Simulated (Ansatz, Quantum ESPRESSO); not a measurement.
# Work-function anisotropy of Ca, part 2 of 6

Which face of Ca holds its electrons most tightly, and does packing explain the order?

Quantum ESPRESSO 7.5; plane-wave DFT, PBE, GBRV ultrasoft pseudopotentials; geometry and cross-check by Ansatz 0.2.0 with PAW datasets.

So far. Step 2 (Geometry from Ansatz of (111)): The relaxation lowers the energy by 3 meV an atom. Held were the atoms numbered 3; the forces quoted are those on the free ones.

## 3. Self-consistent run of (111), PBE

Both faces of the slab are alike, so a plain periodic cell serves and symmetry is kept.

Level of this step: plane-wave DFT, PBE, GBRV ultrasoft pseudopotentials (Quantum ESPRESSO 7.5).

File 111.pbe.in:

```
&control
  prefix = '111.pbe'
  outdir = './out'
  pseudo_dir = './pseudo'
  calculation = 'scf'
  tprnfor = .true.
/
&system
  ibrav = 0
  nat = 5
  ntyp = 1
  ecutwfc = 40
  ecutrho = 200
  occupations = 'smearing'
  smearing = 'mv'
  degauss = 0.02
/
&electrons
  conv_thr = 1e-07
  mixing_beta = 0.4
  electron_maxstep = 120
  mixing_mode = 'local-TF'
/
ATOMIC_SPECIES
  Ca  40.0780  ca_pbe_v1.uspp.F.UPF
CELL_PARAMETERS angstrom
  3.94565583902055 0.00000000000000 0.00000000000000
  1.97282791951028 3.41703819118220 0.00000000000000
  0.00000000000000 0.00000000000000 28.88645800830000
ATOMIC_POSITIONS crystal
  Ca  0.666666666667 0.666666666667 0.282819077508
  Ca  -0.000000000000 0.000000000000 0.390167204393
  Ca  0.333333333333 0.333333333333 0.500000000000
  Ca  0.666666666667 0.666666666667 0.609832803231
  Ca  0.000000000000 -0.000000000000 0.717180944578
K_POINTS automatic
  12 12 1 0 0 0
```

The run is started by

```sh
OMP_NUM_THREADS=1 mpirun -n 4 pw.x -nk 4 -in 111.pbe.in > 111.pbe.out
```

The program printed:

```text
Program PWSCF v.7.5 starts
[citation notice left out]

     Parallel version (MPI & OpenMP), running on       4 processor cores
     Number of MPI processes:                 4
     Threads/MPI process:                     1

     MPI processes distributed on     1 nodes
[...]
Current dimensions of program PWSCF are:
     Max number of different atomic species (ntypx) = 10
     Max number of k-points (npk) =  40000
     Max angular momentum in pseudopotentials (lmaxx) =  4
     Message from routine setup:
     using ibrav=0 with symmetry is DISCOURAGED, use correct ibrav instead

     K-points division:     npool     =       4
     Subspace diagonalization in iterative solution of the eigenvalue problem:
     a serial algorithm will be used

     G-vector sticks info
     --------------------
     sticks:   dense  smooth     PW     G-vecs:    dense   smooth      PW
     Sum         769     595    187               125393    89313   15031

     Using Slab Decomposition

     bravais-lattice index     =            0
     lattice parameter (alat)  =       7.4562  a.u.
     unit-cell volume          =    2628.2092 (a.u.)^3
     number of atoms/cell      =            5
     number of atomic types    =            1
     number of electrons       =        50.00
     number of Kohn-Sham states=           30
     kinetic-energy cutoff     =      40.0000  Ry
     charge density cutoff     =     200.0000  Ry
     scf convergence threshold =      1.0E-07
     mixing beta               =       0.4000
     number of iterations used =            8  local-TF  mixing
     Exchange-correlation= SLA  PW   PBE  PBE
                           (   1   4   3   4   0   0   0)

     celldm(1)=   7.456209  celldm(2)=   0.000000  celldm(3)=   0.000000
     celldm(4)=   0.000000  celldm(5)=   0.000000  celldm(6)=   0.000000

     crystal axes: (cart. coord. in units of alat)
               a(1) = (   1.000000   0.000000   0.000000 )
               a(2) = (   0.500000   0.866025   0.000000 )
               a(3) = (   0.000000   0.000000   7.321079 )

     reciprocal axes: (cart. coord. in units 2 pi/alat)
               b(1) = (  1.000000 -0.577350  0.000000 )
               b(2) = (  0.000000  1.154701  0.000000 )
               b(3) = (  0.000000  0.000000  0.136592 )

     PseudoPot. # 1 for Ca read from file:
     ./pseudo/ca_pbe_v1.uspp.F.UPF
     Pseudo is Ultrasoft + core correction, Zval = 10.0
     Generated by new atomic code, or converted to UPF format
     Using radial grid of  845 points,  6 beta functions with:
                l(1) =   0
                l(2) =   0
                l(3) =   1
                l(4) =   1
                l(5) =   2
                l(6) =   2
     Q(r) pseudized with  8 coefficients,  rinner =    1.500   1.500   1.500
                                                       1.500   1.500

     atomic species   valence    mass     pseudopotential
     Ca               10.00    40.07800     Ca( 1.00)

     12 Sym. Ops., with inversion, found ( 6 have fractional translation)

   Cartesian axes

     site n.     atom                  positions (alat units)
         1        Ca     tau(   1) = (   1.0000000   0.5773503   2.0705408  )
         2        Ca     tau(   2) = (   0.0000000   0.0000000   2.8564449  )
         3        Ca     tau(   3) = (   0.5000000   0.2886751   3.6605395  )
         4        Ca     tau(   4) = (   1.0000000   0.5773503   4.4646341  )
         5        Ca     tau(   5) = (   0.0000000   0.0000000   5.2505383  )

     number of k points=    19  Marzari-Vanderbilt smearing, width (Ry)=  0.0200
                       cart. coord. in units 2pi/alat
        k(    1) = (   0.0000000   0.0000000   0.0000000), wk =   0.0138889
        k(    2) = (   0.0000000   0.0962250   0.0000000), wk =   0.0833333
        k(    3) = (   0.0000000   0.1924501   0.0000000), wk =   0.0833333
        k(    4) = (   0.0000000   0.2886751   0.0000000), wk =   0.0833333
        k(    5) = (   0.0000000   0.3849002   0.0000000), wk =   0.0833333
        k(    6) = (   0.0000000   0.4811252   0.0000000), wk =   0.0833333
        k(    7) = (   0.0000000  -0.5773503   0.0000000), wk =   0.0416667
        k(    8) = (   0.0833333   0.1443376   0.0000000), wk =   0.0833333
        k(    9) = (   0.0833333   0.2405626   0.0000000), wk =   0.1666667
        k(   10) = (   0.0833333   0.3367877   0.0000000), wk =   0.1666667
[...]
k(   19) = (   0.3333333  -0.5773503   0.0000000), wk =   0.0277778

     Dense  grid:   125393 G-vectors     FFT dimensions: (  36,  36, 250)

     Smooth grid:    89313 G-vectors     FFT dimensions: (  30,  30, 225)

     Estimated max dynamical RAM per process >     217.67 MB

     Estimated total dynamical RAM >     778.84 MB

     Initial potential from superposition of free atoms

     starting charge      49.9727, renormalised to      50.0000

     negative rho (up, down):  1.836E-05 0.000E+00
     Starting wfcs are   50 randomized atomic wfcs

     total cpu time spent up to now is        1.7 secs

     per-process dynamical memory:   104.2 Mb

     Self-consistent Calculation

     iteration #  1     ecut=    40.00 Ry     beta= 0.40
     Davidson diagonalization with overlap
     ethr =  1.00E-02,  avg # of iterations =  3.5

     total cpu time spent up to now is        4.8 secs

     total energy              =    -374.55754303 Ry
     estimated scf accuracy    <       0.66380059 Ry

     iteration #  2     ecut=    40.00 Ry     beta= 0.40
[...]
total energy              =    -374.52655230 Ry
     estimated scf accuracy    <       0.47408401 Ry

     iteration #  3     ecut=    40.00 Ry     beta= 0.40
[...]
total energy              =    -374.56655691 Ry
     estimated scf accuracy    <       0.07140664 Ry

     iteration #  4     ecut=    40.00 Ry     beta= 0.40
[...]
total energy              =    -374.57075151 Ry
     estimated scf accuracy    <       0.01755481 Ry

     iteration #  5     ecut=    40.00 Ry     beta= 0.40
[...]
total energy              =    -374.56829076 Ry
     estimated scf accuracy    <       0.03499739 Ry

     iteration #  6     ecut=    40.00 Ry     beta= 0.40
[...]
total energy              =    -374.56911446 Ry
     estimated scf accuracy    <       0.00529323 Ry

     iteration #  7     ecut=    40.00 Ry     beta= 0.40
[...]
total energy              =    -374.56937101 Ry
     estimated scf accuracy    <       0.02386036 Ry

     iteration #  8     ecut=    40.00 Ry     beta= 0.40
[...]
total energy              =    -374.56822851 Ry
     estimated scf accuracy    <       0.01184985 Ry

     iteration #  9     ecut=    40.00 Ry     beta= 0.40
[...]
negative rho (up, down):  6.223E-04 0.000E+00

[...]
total energy              =    -374.56909462 Ry
     estimated scf accuracy    <       0.00094059 Ry

     iteration # 10     ecut=    40.00 Ry     beta= 0.40
[...]
negative rho (up, down):  2.121E-05 0.000E+00

[...]
total energy              =    -374.56910799 Ry
     estimated scf accuracy    <       0.00192496 Ry

     iteration # 11     ecut=    40.00 Ry     beta= 0.40
[...]
negative rho (up, down):  4.664E-04 0.000E+00

[...]
total energy              =    -374.56923221 Ry
     estimated scf accuracy    <       0.00021050 Ry

     iteration # 12     ecut=    40.00 Ry     beta= 0.40
[...]
negative rho (up, down):  8.594E-07 0.000E+00

[...]
total energy              =    -374.56929848 Ry
     estimated scf accuracy    <       0.00001513 Ry

     iteration # 13     ecut=    40.00 Ry     beta= 0.40
[...]
negative rho (up, down):  9.214E-05 0.000E+00

[...]
total energy              =    -374.56929989 Ry
     estimated scf accuracy    <       0.00001225 Ry

     iteration # 14     ecut=    40.00 Ry     beta= 0.40
[...]
negative rho (up, down):  1.045E-04 0.000E+00

[...]
total energy              =    -374.56930074 Ry
     estimated scf accuracy    <       0.00000213 Ry

     iteration # 15     ecut=    40.00 Ry     beta= 0.40
[...]
negative rho (up, down):  5.144E-05 0.000E+00

[...]
total energy              =    -374.56930125 Ry
     estimated scf accuracy    <       0.00000030 Ry

     iteration # 16     ecut=    40.00 Ry     beta= 0.40
[...]
negative rho (up, down):  2.154E-05 0.000E+00

[...]
total energy              =    -374.56930157 Ry
     estimated scf accuracy    <       0.00000023 Ry

     iteration # 17     ecut=    40.00 Ry     beta= 0.40
[...]
negative rho (up, down):  1.411E-05 0.000E+00

[...]
End of self-consistent calculation

          k = 0.0000 0.0000 0.0000 ( 11251 PWs)   bands (ev):

   -40.9576 -40.9576 -40.5893 -40.5428 -40.5423 -21.9979 -21.9978 -21.8560
   -21.8560 -21.8560 -21.8560 -21.6140 -21.5377 -21.5196 -21.5196 -21.5073
   -21.4737 -21.4737 -21.4726 -21.4726  -2.4228  -2.0856  -1.4940  -0.7188
     0.0773   1.4461   1.8243   2.2547   2.7602   3.3142

          k = 0.0000 0.0962 0.0000 ( 11261 PWs)   bands (ev):

   -40.9571 -40.9571 -40.5888 -40.5423 -40.5418 -21.9969 -21.9969 -21.8624
   -21.8623 -21.8575 -21.8575 -21.6122 -21.5403 -21.5226 -21.5213 -21.5082
   -21.4794 -21.4789 -21.4752 -21.4740  -2.3203  -1.9849  -1.3960  -0.6236
     0.1721   1.4677   1.8664   2.2855   2.7621   3.2694

          k = 0.0000 0.1925 0.0000 ( 11287 PWs)   bands (ev):

   -40.9557 -40.9557 -40.5873 -40.5409 -40.5405 -21.9943 -21.9943 -21.8797
   -21.8797 -21.8617 -21.8617 -21.6072 -21.5531 -21.5258 -21.5254 -21.5117
   -21.4964 -21.4931 -21.4794 -21.4779  -2.0187  -1.6893  -1.1095  -0.3478
     0.4433   1.5296   1.9794   2.3581   2.7388   3.0828

          k = 0.0000 0.2887 0.0000 ( 11289 PWs)   bands (ev):

   -40.9537 -40.9537 -40.5852 -40.5389 -40.5386 -21.9908 -21.9908 -21.9032
   -21.9031 -21.8673 -21.8673 -21.6008 -21.5749 -21.5319 -21.5265 -21.5221
   -21.5183 -21.5058 -21.4851 -21.4832  -1.5360  -1.2192  -0.6586   0.0776
     0.8472   1.6245   2.1208   2.3827   2.5666   2.6852

          k = 0.0000 0.3849 0.0000 ( 11255 PWs)   bands (ev):

   -40.9518 -40.9518 -40.5831 -40.5369 -40.5368 -21.9874 -21.9874 -21.9265
   -21.9265 -21.8730 -21.8730 -21.5987 -21.5954 -21.5440 -21.5380 -21.5373
   -21.5227 -21.5115 -21.4908 -21.4884  -0.9044  -0.6111  -0.0894   0.5887
     1.2929   1.7109   2.0423   2.2177   2.2263   2.3560

          k = 0.0000 0.4811 0.0000 ( 11213 PWs)   bands (ev):

   -40.9504 -40.9504 -40.5816 -40.5355 -40.5354 -21.9848 -21.9848 -21.9434
   -21.9434 -21.8771 -21.8771 -21.6149 -21.5962 -21.5609 -21.5437 -21.5425
   -21.5246 -21.5137 -21.4949 -21.4923  -0.1749   0.0725   0.5101   1.0291
     1.3683   1.5103   1.7250   1.9510   2.1429   2.1857

[...]
the Fermi energy is     1.5044 ev

!    total energy              =    -374.56930157 Ry
     estimated scf accuracy    <       0.00000006 Ry
     smearing contrib. (-TS)   =      -0.00394605 Ry
     internal energy E=F+TS    =    -374.56535552 Ry

     The total energy is F=E-TS. E is the sum of the following terms:
     one-electron contribution =   -1475.79955396 Ry
     hartree contribution      =     732.84319093 Ry
     xc contribution           =     -58.81984083 Ry
     ewald contribution        =     427.21084835 Ry

     convergence has been achieved in  17 iterations

     negative rho (up, down):  1.411E-05 0.000E+00

     Forces acting on atoms (cartesian axes, Ry/au):

     atom    1 type  1   force =     0.00000000    0.00000000    0.00019922
     atom    2 type  1   force =     0.00000000    0.00000000   -0.00008663
     atom    3 type  1   force =     0.00000000    0.00000000    0.00000000
     atom    4 type  1   force =     0.00000000    0.00000000    0.00008663
     atom    5 type  1   force =     0.00000000    0.00000000   -0.00019922

     Total force =     0.000307     Total SCF correction =     0.000714
     SCF correction compared to forces is large: reduce conv_thr to get better values

[...]
=------------------------------------------------------------------------------=
   JOB DONE.
=------------------------------------------------------------------------------=
```

Wall time 56 s (4 MPI ranks of Arm Neoverse V2, shared host); peak memory 0.68 GiB; 3.7 min of CPU time.

This step gave:

| Item | Value |
| --- | --- |
| free energy | -5096.2750 eV |
| Fermi energy | 1.504 eV |

## 4. Potential by pp.x of (111)

The vacuum level is read from the electrostatic potential (plot_num = 11), averaged over planes.

File 111.pbe.pot.in:

```
&inputpp
  prefix = '111.pbe'
  outdir = './out'
  filplot = '111.pbe.pot.dat'
  plot_num = 11
/
```

The run is started by

```sh
OMP_NUM_THREADS=1 mpirun -n 4 pp.x -in 111.pbe.pot.in > 111.pbe.pot.out
```

The program printed:

```text
[banner, memory and clock lines left out]
Program POST-PROC v.7.5 starts

          URL

     ./out/111.pbe.save/

     IMPORTANT: XC functional enforced from input :
     Exchange-correlation= PBE
                           (   1   4   3   4   0   0   0)
     Any further DFT definition will be discarded
     Please, verify this is what you really want

     negative rho (up, down):  1.411E-05 0.000E+00

     Calling punch_plot, plot_num =  11
     Writing data to file  111.pbe.pot.dat
     Message from routine chdens:
     namelist plot not found or invalid, exiting
```

It took 0.92 s on 4 MPI ranks; peak memory 0.13 GiB; 3.3 s of CPU time.

This step gave:

| Item | Value |
| --- | --- |
| work function of the upper face | 2.910 eV |
| slope of the potential above | 0.002614 eV/Å |
| upper vacuum line continued to the top atoms, over the Fermi level | 2.896 eV |
| work function of the lower face | 2.910 eV |
| slope of the potential below | -0.001822 eV/Å |
| lower vacuum line continued to the bottom atoms, over the Fermi level | 2.900 eV |

The potential energy, planar mean oscillates, so the rows of the table below give means over windows of 3.12 Å about each position, cut where the curve ends. Its maxima inside the range that stand out by 2 % of the span (Å: eV): 9.7: 1.43, 12.8: 1.56, 16.1: 1.56, 19.2: 1.43. Its minima: 8.2: -11.5, 11.3: -11.3, 14.4: -11.4, 17.6: -11.3, 20.7: -11.5.

Electrostatic potential energy of an electron; zero at the Fermi level. Potential energy, planar mean against z; means over each step:

```
z (Å)  potential energy, planar mean (eV)
 1.56                                2.91
 4.68                                2.77
 7.80                               -3.60
10.92                               -3.43
14.04                               -3.41
17.16                               -3.39
20.28                               -3.61
23.40                                2.34
26.52                                2.91
```

## 5. SCF with pw.x of (111), PBEsol

The same atoms under a second functional.

Level of this step: plane-wave DFT, PBEsol, GBRV ultrasoft pseudopotentials (Quantum ESPRESSO 7.5).

111.pbesol.in is the input of step 3 with these lines changed:

```diff
@@ -1,3 +1,3 @@
 &control
-  prefix = '111.pbe'
+  prefix = '111.pbesol'
   outdir = './out'
@@ -24,3 +24,3 @@
 ATOMIC_SPECIES
-  Ca  40.0780  ca_pbe_v1.uspp.F.UPF
+  Ca  40.0780  ca_pbesol_v1.uspp.F.UPF
 CELL_PARAMETERS angstrom
```

The run is started by

```sh
OMP_NUM_THREADS=1 mpirun -n 4 pw.x -nk 4 -in 111.pbesol.in > 111.pbesol.out
```

The program printed:

```text
[banner, memory and clock lines left out]
Program PWSCF v.7.5 starts
[...]
Message from routine setup:
[...]
number of electrons       =        50.00
     number of Kohn-Sham states=           30
     kinetic-energy cutoff     =      40.0000  Ry
     charge density cutoff     =     200.0000  Ry
[...]
number of k points=    19  Marzari-Vanderbilt smearing, width (Ry)=  0.0200
[...]
Dense  grid:   125393 G-vectors     FFT dimensions: (  36,  36, 250)
[...]
negative rho (up, down):  1.708E-05 0.000E+00
     Starting wfcs are   50 randomized atomic wfcs
[...]
estimated scf accuracy    <       0.66148531 Ry
[...]
estimated scf accuracy    <       0.47793017 Ry
[...]
estimated scf accuracy    <       0.07905862 Ry
[...]
estimated scf accuracy    <       0.01721970 Ry
[...]
estimated scf accuracy    <       0.03847872 Ry
[...]
estimated scf accuracy    <       0.00489293 Ry
[...]
estimated scf accuracy    <       0.02097036 Ry
[...]
negative rho (up, down):  6.999E-06 0.000E+00
[...]
estimated scf accuracy    <       0.01102674 Ry
[...]
negative rho (up, down):  7.778E-04 0.000E+00
[...]
estimated scf accuracy    <       0.00096280 Ry
[...]
estimated scf accuracy    <       0.00129565 Ry
[...]
negative rho (up, down):  6.115E-04 0.000E+00
[...]
estimated scf accuracy    <       0.00022309 Ry
[...]
estimated scf accuracy    <       0.00001815 Ry
[...]
negative rho (up, down):  7.313E-05 0.000E+00
[...]
estimated scf accuracy    <       0.00001668 Ry
[...]
negative rho (up, down):  7.402E-05 0.000E+00
[...]
estimated scf accuracy    <       0.00000340 Ry
[...]
negative rho (up, down):  1.518E-05 0.000E+00
[...]
estimated scf accuracy    <       0.00000032 Ry
[...]
negative rho (up, down):  3.027E-05 0.000E+00
[...]
estimated scf accuracy    <       0.00000010 Ry
[...]
negative rho (up, down):  1.451E-05 0.000E+00
[...]
the Fermi energy is     1.4510 ev
!    total energy              =    -374.15872072 Ry
     estimated scf accuracy    <       0.00000006 Ry
     smearing contrib. (-TS)   =      -0.00396800 Ry
     internal energy E=F+TS    =    -374.15475272 Ry
[...]
one-electron contribution =   -1476.01629273 Ry
     hartree contribution      =     732.74446831 Ry
     xc contribution           =     -58.09377665 Ry
     ewald contribution        =     427.21084835 Ry
     convergence has been achieved in  17 iterations
     negative rho (up, down):  1.451E-05 0.000E+00
[...]
Total force =     0.003724     Total SCF correction =     0.000317
[...]
```

Wall time 56 s (4 MPI ranks); peak memory 0.9 GiB.

Numbers from this step:

- free energy: -5090.6887 eV
- Fermi energy: 1.451 eV

## 6. Electrostatic potential of (111)

File 111.pbesol.pot.in:

```
&inputpp
  prefix = '111.pbesol'
  outdir = './out'
  filplot = '111.pbesol.pot.dat'
  plot_num = 11
/
```

The run is started by

```sh
OMP_NUM_THREADS=1 mpirun -n 4 pp.x -in 111.pbesol.pot.in > 111.pbesol.pot.out
```

It took 0.91 s on 4 MPI ranks; peak memory 0.13 GiB; 3.3 s of CPU time.

This step gave:

```
work function of the upper face                                       : 2.943 eV
slope of the potential above                                          : 0.002437 eV/Å
upper vacuum line continued to the top atoms, over the Fermi level    : 2.930 eV
work function of the lower face                                       : 2.944 eV
slope of the potential below                                          : -0.001697 eV/Å
lower vacuum line continued to the bottom atoms, over the Fermi level : 2.934 eV
```

On (111) the work function under PBEsol lies +0.03 eV from PBE's.

[end of part 2 of 6]

[Logs are printed without paths, hosts, clocks, repeated set-up lines and the standing remarks that a program may print on its own settings, such as how far it seeks lower states.]

[Hosts, paths, dates, database ids (printed as entryN), source tags and the programs' standing remarks are cut or masked in the printed files.]

[Maps of the electrostatic potential energy from Ansatz leave out the sawtooth potential of an applied field or a dipole correction, so their vacuum need not be flat; planar profiles and work functions include it.]
